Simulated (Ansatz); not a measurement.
# Stack of 1T-PtS2 under alpha-Ga2S3 ferroelectric layer, upper layer turned by 180° in a perpendicular field

What dipole does a perpendicular field induce in the stack of 1T-PtS2 under alpha-Ga2S3 ferroelectric layer, upper layer turned by 180°, and does the gap follow? A positive field points along +c.

Calculated with Ansatz 0.2.0; plane-wave DFT, PBE-D3(BJ), Ansatz PAW.

### Step 1. Set-up

The cell holds 8 atoms: 5 S, 1 Pt and 2 Ga. Its edges and angles: a = 3.610 Å, b = 3.610 Å, c = 53.418 Å, α = 90.0°, β = 90.0°, γ = 120.0°. Regions: layer 1: 1T-PtS2, 3 atoms (2 S and 1 Pt); layer 2: alpha-Ga2S3 ferroelectric layer, 5 atoms (3 S and 2 Ga). Vacuum lies along c.

### Step 2. Relaxation

The starting cell is a guess, so the in-plane lattice and the atoms are relaxed first, with the slab cut off from its images along the normal.

The input, input.yaml:

```yaml
crystal:
  lattice:
    - [3.61, 0.0, 0.0]
    - [-1.805, 3.1263517077, 0.0]
    - [0.0, 0.0, 53.4183718816]
  atoms:
    - { symbol: S, position: [0.6666666667, 0.3333333333, 0.3949951909] }
    - { symbol: Pt, position: [0.0, 0.0, 0.4138471919] }
    - { symbol: S, position: [0.3333333333, 0.6666666667, 0.4326991928] }
    - { symbol: S, position: [0.3333333333, 0.6666666667, 0.4888596465] }
    - { symbol: Ga, position: [0.0, 0.0, 0.5099667035] }
    - { symbol: S, position: [0.0, 0.0, 0.5524614468] }
    - { symbol: Ga, position: [0.6666666667, 0.3333333333, 0.58160462] }
    - { symbol: S, position: [0.3333333333, 0.6666666667, 0.6050048091] }
  periodic: [true, true, false]
kpoints:
  mp_grid: { grid: [12, 12, 1] }
hamiltonian:
  xc: pbe
  dispersion: d3bj
scf:
  occupations: { method: fermi_dirac, width: 0.05 }
  convergence: { dr2_threshold: 1.0e-09 }
relax:
  f_tol: 0.004
  max_steps: 90
  cell: {}
output:
  write_potential: true
  write_density: true
  volumetric_format: npy
```

Started as:

```bash
> ansatz run input.yaml --threads 2 --pin off --max-ram 3072MiB --backend cpu --events-out ev --progress --plain --runs-dir out
```

Numbers of over 12 decimals in the logs are rounded to 6 here.

The log of the run:

```text
Warning: relax.cell: scf.convergence.dr2_threshold = 1e-9 eV is looser than the 1.77691180812e-10 eV advised for a relaxation that steers and ends on the stress (1e-10 eV for each atom of the cell: 8, times the square of relax.cell.stress_2d_tol = 0.05 N/m over 21.2 Å (the atoms' height at the walk's start and 5 Å past either face), 2.356e-2 GPa, over a crystal's default 0.05). What an SCF threshold leaves in a stress goes as its square root, and in the free energy as the threshold itself, and one threshold admits the most on a small cell: [figures from the program's tests cut] Set scf.convergence.dr2_threshold to 1.77691180812e-10 eV or tighter. [rest of the remark cut]
Engine: ansatz 0.2.0, x86_64-unknown-linux-gnu
Pseudopotentials: kind: paw
Pseudopotential: S, paw, valence charge 6, recommended cutoff 420 eV (normal), S.paw.azcp
Pseudopotential: Pt, paw, valence charge 18, recommended cutoff 420 eV (normal), Pt.paw.azcp
Pseudopotential: Ga, paw, valence charge 13, recommended cutoff 420 eV (normal), Ga.paw.azcp
Functional definition: PBE
  parameter kappa = 0.804
  parameter beta = 0.066725
  exchange = pbe_x(kappa = kappa, mu = beta*pi^2/3)
  correlation = pbe_c(beta = beta)
Crystal: 8 atoms, lattice volume = 602.887 Å³
Basis set: ecut = 420 eV, 11615 PW (Γ), exchange–correlation on 50×50×720 points (8 copies of the dense FFT grid, shifted against one another)
Bands: 45, of which v1, the nominal top of the filled ones, is band 37 counted from 1 (36 counted from 0)
Symmetry: 6 space group operations
Space group: P3m1 (ITA 156), of the structure as read, at distance tolerance 8.4e-5 Å
k-points: 19 of 144 (time reversal used)
Non-local potential: S, projectors of the file, l = 0: 2, l = 1: 2, l = 2: 2
Non-local potential: Pt, projectors of the file, l = 0: 3, l = 1: 2, l = 2: 2, l = 3: 1
Non-local potential: Ga, projectors of the file, l = 0: 2, l = 1: 2, l = 2: 3, l = 3: 1
PAW form: soft (Blöchl's): semilocal exchange-correlation on the pseudo side does not see the compensation charge
PAW one-centre angular grid: S, 110 points (default); XC on 64 Gauss nodes
PAW one-centre angular grid: Pt, 590 points (default); XC on 64 Gauss nodes
PAW one-centre angular grid: Ga, 590 points (default); XC on 64 Gauss nodes
Initial density: superposition of atomic densities (neutral atoms: chi_scale 0, normalization atom), corrected by the library's trained network
Initial wavefunctions: pseudopotential atomic-orbital guess
Functional: x = pbe(κ = 0.804, μ = 0.219515), c = pbe(β = 0.066725)
SCF iter   1: F=—  HF=-24604.940607 eV  |F-HF|=—  |Δ(HF+E_count)|=         —  Δρ=1.75e-3  dr2=1.87e-1  ethr=1.77e-3  ⟨swp⟩=19.0  Hψ=6747  notcnv=0  defer=1
preconditioner: auto → Resta (q_TF=auto, 1.923 Å⁻¹)  ε∞=2.0  [insulator: Δε(μ)=1.225 eV  Ē_g=12.049 eV  σ=0.050 eV  W_gap=1.00  n_scr=32 (ndim 8)  ℏωp=12.3 eV  f_vac=0.723  D(μ)=0.00/eV (n_scr^D=0)  ε∞_Penn≈2.0  vacuum switching on, ρ_ref=1.1e-2 e/Å³]
SCF iter   2: F=—  HF=-24604.982499 eV  |F-HF|=—  |Δ(HF+E_count)|=   4.19e-2  Δρ=3.38e-3  dr2=3.01e0  ethr=2.52e-4  ⟨swp⟩=5.3  Hψ=1987  notcnv=0  defer=47  recentre
preconditioner: auto → LDOS  [metal: Δε(μ)=0.049 eV  Ē_g=11.869 eV  σ=0.050 eV  W_gap=0.23  n_scr=32 (ndim 8)  ℏωp=12.3 eV  f_vac=0.723  D(μ)=2.35/eV (n_scr^D=14)  β→1.0]
SCF iter   3: F=—  HF=-24604.930766 eV  |F-HF|=—  |Δ(HF+E_count)|=   5.17e-2  Δρ=1.17e-3  dr2=1.05e-1  ethr=2.52e-4  ⟨swp⟩=4.1  Hψ=1464  notcnv=0  defer=27
SCF iter   4: F=—  HF=-24604.921863 eV  |F-HF|=—  |Δ(HF+E_count)|=   8.90e-3  Δρ=6.53e-4  dr2=3.57e-2  ethr=1.42e-4  ⟨swp⟩=2.1  Hψ=1129  notcnv=0  defer=40
SCF iter   5: F=—  HF=-24604.919202 eV  |F-HF|=—  |Δ(HF+E_count)|=   2.66e-3  Δρ=2.72e-4  dr2=6.35e-3  ethr=4.82e-5  ⟨swp⟩=2.7  Hψ=1219  notcnv=0  defer=40
SCF iter   6: F=—  HF=-24604.918921 eV  |F-HF|=—  |Δ(HF+E_count)|=   2.80e-4  Δρ=1.87e-4  dr2=2.98e-3  ethr=8.59e-6  ⟨swp⟩=2.4  Hψ=1170  notcnv=0  defer=40
SCF iter   7: F=—  HF=-24604.918810 eV  |F-HF|=—  |Δ(HF+E_count)|=   1.11e-4  Δρ=1.64e-4  dr2=1.22e-3  ethr=4.03e-6  ⟨swp⟩=3.0  Hψ=1366  notcnv=0  defer=40
SCF iter   8: F=—  HF=-24604.918646 eV  |F-HF|=—  |Δ(HF+E_count)|=   1.64e-4  Δρ=9.48e-5  dr2=1.18e-4  ethr=1.65e-6  ⟨swp⟩=2.3  Hψ=1338  notcnv=0  defer=43
SCF iter   9: F=—  HF=-24604.918645 eV  |F-HF|=—  |Δ(HF+E_count)|=   7.89e-7  Δρ=6.27e-5  dr2=9.19e-5  ethr=1.60e-7  ⟨swp⟩=3.1  Hψ=1886  notcnv=0  defer=42
SCF iter  10: F=—  HF=-24604.918689 eV  |F-HF|=—  |Δ(HF+E_count)|=   4.39e-5  Δρ=3.08e-5  dr2=1.04e-5  ethr=1.24e-7  ⟨swp⟩=2.6  Hψ=1179  notcnv=0  defer=42
SCF iter  11: F=—  HF=-24604.918688 eV  |F-HF|=—  |Δ(HF+E_count)|=   1.23e-6  Δρ=1.36e-5  dr2=1.71e-6  ethr=1.41e-8  ⟨swp⟩=3.1  Hψ=1885  notcnv=0  defer=42
SCF iter  12: F=—  HF=-24604.918742 eV  |F-HF|=—  |Δ(HF+E_count)|=   5.43e-5  Δρ=4.34e-6  dr2=1.29e-7  ethr=2.31e-9  ⟨swp⟩=2.8  Hψ=1705  notcnv=0  defer=42
SCF iter  13: F=—  HF=-24604.918743 eV  |F-HF|=—  |Δ(HF+E_count)|=   3.54e-7  Δρ=1.27e-6  dr2=9.94e-9  ethr=1.75e-10  ⟨swp⟩=3.3  Hψ=1885  notcnv=0  defer=42
SCF iter  14: F=—  HF=-24604.918743 eV  |F-HF|=—  |Δ(HF+E_count)|=   8.96e-8  Δρ=4.37e-7  dr2=2.17e-9  ethr=1.34e-11  ⟨swp⟩=3.2  Hψ=1839  notcnv=0  defer=42
SCF iter  15: F=-24604.918743 eV  HF=-24604.918743 eV  |F-HF|=3.73e-9  |Δ(HF+E_count)|=   1.20e-8  Δρ=1.83e-7  dr2=1.28e-10  ethr=1.35e-12  ⟨swp⟩=11.9  Hψ=7056  notcnv=0
SCF 1 converged in 15 iterations: F = -24604.918743 eV  dr2 = 1.28e-10
  greatest PAW one-centre occupation: 1.000 electrons in one spin orbital (limit 2), on the Pt atom at site 1 (counted from 0), in its partial waves of l = 0
relax step   1: F+E_penalty+E_count = -24604.91874291 eV  Δ(F+E_penalty+E_count) = +0.000e0 eV  max|allowed force component| = 2.600e0 eV/Å  Δτ_max = 0.0000 Å  P = +5.019 N/m  Ω = 602.887 Å³  fix = [c, alpha, beta]  reactions: c +0.000 N/m  (15 SCF iters, accepted)
Crystal: 8 atoms, lattice volume = 605.015 Å³
Basis set: ecut = 420 eV, 11687 PW (Γ), exchange–correlation on 50×50×720 points (8 copies of the dense FFT grid, shifted against one another)
Initial density: handed on by an earlier stage of this run
Initial wavefunctions: those handed on with the density
iter 1 solved again at ethr=1.09e-4 eV; its pass at ethr=3.10e-3 eV (dr2=8.05e-2 eV) is discarded
SCF iter   1: F=—  HF=-24605.499769 eV  |F-HF|=—  |Δ(HF+E_count)|=         —  Δρ=5.42e-3  dr2=8.87e-2  ethr=1.09e-4  ⟨swp⟩=3.8  Hψ=5873  notcnv=0
[...]
relax step   6: F+E_penalty+E_count = -24605.64869726 eV  Δ(F+E_penalty+E_count) = -3.329e-3 eV  max|allowed force component| = 1.613e-1 eV/Å  Δτ_max = 0.0615 Å  P = -0.296 N/m  Ω = 594.384 Å³  energy of the carried Pulay correction = +4.736e-4 eV  fix = [c, alpha, beta]  reactions: c -0.000 N/m  (16 SCF iters, accepted)
relax step   7: F+E_penalty+E_count = -24605.65184888 eV  Δ(F+E_penalty+E_count) = -3.152e-3 eV  max|allowed force component| = 7.546e-2 eV/Å  Δτ_max = 0.0613 Å  P = -0.018 N/m  Ω = 591.836 Å³  energy of the carried Pulay correction = +6.169e-4 eV  fix = [c, alpha, beta]  reactions: c -0.000 N/m  (11 SCF iters, accepted)
relax step   8: F+E_penalty+E_count = -24605.65209715 eV  Δ(F+E_penalty+E_count) = -2.483e-4 eV  max|allowed force component| = 3.788e-2 eV/Å  Δτ_max = 0.0049 Å  P = +0.037 N/m  Ω = 591.373 Å³  energy of the carried Pulay correction = +6.429e-4 eV  fix = [c, alpha, beta]  reactions: c +0.000 N/m  (10 SCF iters, accepted)
relax step   9: F+E_penalty+E_count = -24605.65217641 eV  Δ(F+E_penalty+E_count) = -7.926e-5 eV  max|allowed force component| = 8.759e-3 eV/Å  Δτ_max = 0.0025 Å  P = +0.002 N/m  Ω = 591.679 Å³  energy of the carried Pulay correction = +6.257e-4 eV  fix = [c, alpha, beta]  reactions: c +0.000 N/m  (9 SCF iters, accepted)
relax step  10: F+E_penalty+E_count = -24605.65218063 eV  Δ(F+E_penalty+E_count) = -4.219e-6 eV  max|allowed force component| = 1.572e-3 eV/Å  Δτ_max = 0.0006 Å  P = +0.006 N/m  Ω = 591.668 Å³  energy of the carried Pulay correction = +6.263e-4 eV  fix = [c, alpha, beta]  reactions: c +0.000 N/m  (7 SCF iters, accepted)
Basis set: ecut = 420 eV, 11405 PW (Γ), exchange–correlation on 48×48×720 points (8 copies of the dense FFT grid, shifted against one another)
Initial wavefunctions: pseudopotential atomic-orbital guess (no wavefunctions were taken with the density)
iter 1 solved again at ethr=2.49e-7 eV; its pass at ethr=3.10e-3 eV (dr2=1.84e-4 eV) is discarded
SCF iter   1: F=—  HF=-24605.651587 eV  |F-HF|=—  |Δ(HF+E_count)|=         —  Δρ=1.39e-5  dr2=2.62e-7  ethr=2.49e-7  ⟨swp⟩=5.6  Hψ=10335  notcnv=0
preconditioner: auto → Resta (q_TF=auto, 1.929 Å⁻¹)  ε∞=2.1  [insulator: Δε(μ)=0.789 eV  Ē_g=11.914 eV  σ=0.050 eV  W_gap=1.00  n_scr=32 (ndim 8)  ℏωp=12.4 eV  f_vac=0.711  D(μ)=0.00/eV (n_scr^D=0)  ε∞_Penn≈2.1  vacuum switching on, ρ_ref=1.0e-2 e/Å³]
SCF iter   2: F=—  HF=-24605.651588 eV  |F-HF|=—  |Δ(HF+E_count)|=   1.00e-6  Δρ=9.23e-6  dr2=1.68e-7  ethr=3.54e-10  ⟨swp⟩=4.3  Hψ=2791  notcnv=0
SCF iter   3: F=—  HF=-24605.651588 eV  |F-HF|=—  |Δ(HF+E_count)|=   6.40e-8  Δρ=2.02e-6  dr2=7.04e-8  ethr=2.26e-10  ⟨swp⟩=2.3  Hψ=1569  notcnv=0
SCF iter   4: F=—  HF=-24605.651588 eV  |F-HF|=—  |Δ(HF+E_count)|=   2.67e-9  Δρ=1.84e-6  dr2=1.59e-7  ethr=9.51e-11  ⟨swp⟩=3.1  Hψ=1873  notcnv=0
SCF iter   5: F=—  HF=-24605.651588 eV  |F-HF|=—  |Δ(HF+E_count)|=   1.28e-8  Δρ=4.88e-7  dr2=4.36e-9  ethr=9.51e-11  ⟨swp⟩=2.4  Hψ=1125  notcnv=0
SCF iter   6: F=-24605.651588 eV  HF=-24605.651588 eV  |F-HF|=1.27e-9  |Δ(HF+E_count)|=  3.42e-10  Δρ=2.28e-7  dr2=3.46e-10  ethr=1.35e-12  ⟨swp⟩=14.3  Hψ=8021  notcnv=0
SCF 11 converged in 6 iterations: F = -24605.651588 eV  dr2 = 3.46e-10
relax step  11: F+E_penalty+E_count = -24605.65158823 eV  Δ(F+E_penalty+E_count) = +5.924e-4 eV  max|allowed force component| = 1.566e-3 eV/Å  Δτ_max = 0.0000 Å  P = +0.004 N/m  Ω = 591.668 Å³  fix = [c, alpha, beta]  reactions: c +0.000 N/m  stress off target by 3.84e-3 N/m on what of the cell is left free  SCF on the basis re-selected at this cell (its energy is not comparable with the rows above)  (6 SCF iters)
basis re-selected at this cell: Δ(F+E_penalty+E_count) = +5.924e-4 eV, ΔP = -0.002 N/m vs the last step (what re-selecting the basis moved, of the pressure what is left beyond the Pulay correction that the steps carried, after the strain that the cell walked since its last selection, with what the two solves' SCF thresholds leave and, on support functions, any second-order correction that the steps lacked; it is no measure of the basis error at this ecutwfc). The dense FFT grid was sized anew with the basis: this SCF ran on 24×24×360 points, the steps before it on 25×25×360, so part of this shift can come from that change (see relax.cell in the input reference). [rest of the remark cut]
WARN: The output density's exchange-correlation potential varies sharply where the density is thin. Do not read a vacuum level from v_tot or v_xc, or from such a field of the output density. On a cell that repeats whose density bears no net charge and no dipole along the vacuum's axis use v_es (v_loc + v_h of the components); under efield.dipole_correction with no amplitude use v_es + v_field, which holds any externa [...]
SCF converged after 6 iterations
Free energy (F): -24605.651588 eV
Harris-Foulkes:  -24605.651588 eV  (|F-HF|=1.27e-9)
Internal energy: -24605.651543 eV  (E = F + TS)
E sigma→0 (E₀):  -24605.651566 eV
Entropy (-TS):   -0.000045 eV (-0.006 meV/atom)
Fermi energy:    -5.656914 eV
--- Per-component energies (eV) ---
  E_band       = -1515.884340
  E_kinetic    = 1401.223588
  E_local      = -388475.642635  (includes V_loc(G=0)·N_el)
  E_nonlocal   = 1196.300668
  E_hartree    = 193181.354367
  E_xc         = -883.518003
  E_vxc        = -853.650872  (∫ρ·V_xc dr)
  E_paw        = -16439.441859  (= ΣΔE_a)
  E_vpaw       = -1146.824982  (= ΣTr[D̂ρ^β])
  E_aug_tail   = -0.000025  (compensation charges beyond the density's cutoff)
  E_ewald      = 185416.305476
  E_disp       = -2.233121  (pairwise vdW)
  E_smearing   = -0.000045  (= −TS)
  E_closure    = 0.000000  (closes the sum)
  Σ components = -24605.651588   (vs F -24605.651588, Δ=0.00e0)
--- Forces (eV/Å), atoms counted from 1 ---
  atom   1  S      0.00000000    -0.00000000    -0.00020919
  atom   2  Pt    -0.00000000     0.00000000     0.00003622
  atom   3  S     -0.00000000     0.00000000     0.00018509
  atom   4  S      0.00000000    -0.00000000    -0.00057010
  atom   5  Ga     0.00000000     0.00000000     0.00156585
  atom   6  S      0.00000000    -0.00000000    -0.00077679
  atom   7  Ga    -0.00000000    -0.00000000    -0.00049377
  atom   8  S      0.00000000     0.00000000     0.00026300
  max |Σ_I F_I| component: 3.18e-7 eV/Å
--- 2D stress c σ (N/m, compression-positive) ---
        0.003836      -0.000000       0.000000
       -0.000000       0.003836       0.000000
        0.000000       0.000000       0.000000
  P = ½ c Tr σ = 0.0038 N/m
--- Band table (eV; the first three rows and the last of 19) ---
  k-point 0: bands = [... 33 lower, -6.3606, -6.3606, -6.2378, -6.2378, -4.1925, -3.8422, -3.8422, -2.8512, ... 4 higher]
  k-point 1: bands = [... 33 lower, -6.9339, -6.6578, -6.4313, -6.0935, -4.2648, -3.9592, -3.8122, -2.5420, ... 4 higher]
  k-point 2: bands = [... 33 lower, -7.0870, -6.9801, -6.8978, -6.0601, -5.0033, -4.1772, -3.3471, -2.4743, ... 4 higher]
  k-point 18: bands = [... 33 lower, -8.0551, -7.7779, -7.7230, -6.5440, -4.9133, -4.8881, -3.6142, -2.8587, ... 4 higher]
  the weakly bound empty levels are not read free of the cell's end (no_gap_told)
--- Relaxed structure (10 steps of the walk, 9 accepted, 1 SCFs on fresh bases) ---
  F+E_penalty+E_count = -24605.65158823 eV   max|allowed force component| = 1.566e-3 eV/Å   (the final SCF, on the basis selected at the relaxed cell)
  cell:  # Å, volume = 591.6678 Å³
    - [3.576254, 0.0, 0]
    - [-1.788127, 3.097127, 0]
    - [0, 0, 53.4183718816]
  atoms:
    - { symbol: S, position: [0.666667, 0.333333, 0.382882] }
    - { symbol: Pt, position: [-1.8503717076816505e-17, -2.2551405187698147e-17, 0.405761] }
    - { symbol: S, position: [0.333333, 0.666667, 0.428581] }
    - { symbol: S, position: [0.333333, 0.666667, 0.495788] }
    - { symbol: Ga, position: [-1.8503717076816678e-17, -2.2551405187698492e-17, 0.515879] }
    - { symbol: S, position: [-1.8503717076816675e-17, -2.2551405187698483e-17, 0.557082] }
    - { symbol: Ga, position: [0.666667, 0.333333, 0.585903] }
    - { symbol: S, position: [0.333333, 0.666667, 0.607563] }
```

It took 13 min on 2 threads of Intel Xeon at 2.50GHz (Skylake/Cascade Lake), shared host; peak memory 1 GiB.

The steps of the relaxation:

| step | energy less that of the first step (eV) | largest force component (eV/Å) | volume (Å³) |
| --- | --- | --- | --- |
| 1 | 0.0000 | 2.6001 | 602.89 |
| 2 | -0.5656 | 0.5473 | 605.02 |
| 3 | -0.6953 | 0.1437 | 599.18 |
| 4 | -0.7266 | 0.1010 | 592.88 |
| 5 | -0.6458 | 1.1553 | 592.03 |
| 6 | -0.7300 | 0.1613 | 594.38 |
| 7 | -0.7331 | 0.0755 | 591.84 |
| 8 | -0.7334 | 0.0379 | 591.37 |
| 9 | -0.7334 | 0.0088 | 591.68 |
| 10 | -0.7334 | 0.0016 | 591.67 |
| 11* | -0.7328 | 0.0016 | 591.67 |

Relaxation steps marked * repeat the geometry before them on a plane-wave basis chosen anew for their cell, so energy and pressure can jump there. Relaxation step 5 was tried and not accepted.

The run keeps the 6 symmetry operations that it works with, so distortions that break them were not tested.

| cell as run | before | after | change |
| --- | --- | --- | --- |
| a (Å) | 3.610 | 3.576 | -0.9 % |
| b (Å) | 3.610 | 3.576 | -0.9 % |

The atoms that moved most (Å, along periodic axes as changes of fractional coordinates times the final cell, across vacuum about the mean position):

| atom | dx | dy | dz | length |
| --- | --- | --- | --- | --- |
| S1 | 0.000 | 0.000 | -0.647 | 0.647 |
| Pt2 | 0.000 | 0.000 | -0.432 | 0.432 |
| S4 | 0.000 | 0.000 | 0.370 | 0.370 |
| Ga5 | 0.000 | 0.000 | 0.316 | 0.316 |
| S6 | 0.000 | 0.000 | 0.247 | 0.247 |
| Ga7 | 0.000 | 0.000 | 0.230 | 0.230 |
| S3 | 0.000 | 0.000 | -0.220 | 0.220 |
| S8 | 0.000 | 0.000 | 0.137 | 0.137 |

The lattice constant a goes from 3.610 to 3.576 Å.

(Continued in part 2 of 2.)

[Logs are printed without paths, hosts, clocks, repeated set-up lines and the standing remarks that a program may print on its own settings, such as how far it seeks lower states.]

[Hosts, paths, dates, database ids (printed as entryN), source tags and the programs' standing remarks are cut or masked in the printed files.]

[Maps of the electrostatic potential energy from Ansatz leave out the sawtooth potential of an applied field or a dipole correction, so their vacuum need not be flat; planar profiles and work functions include it.]
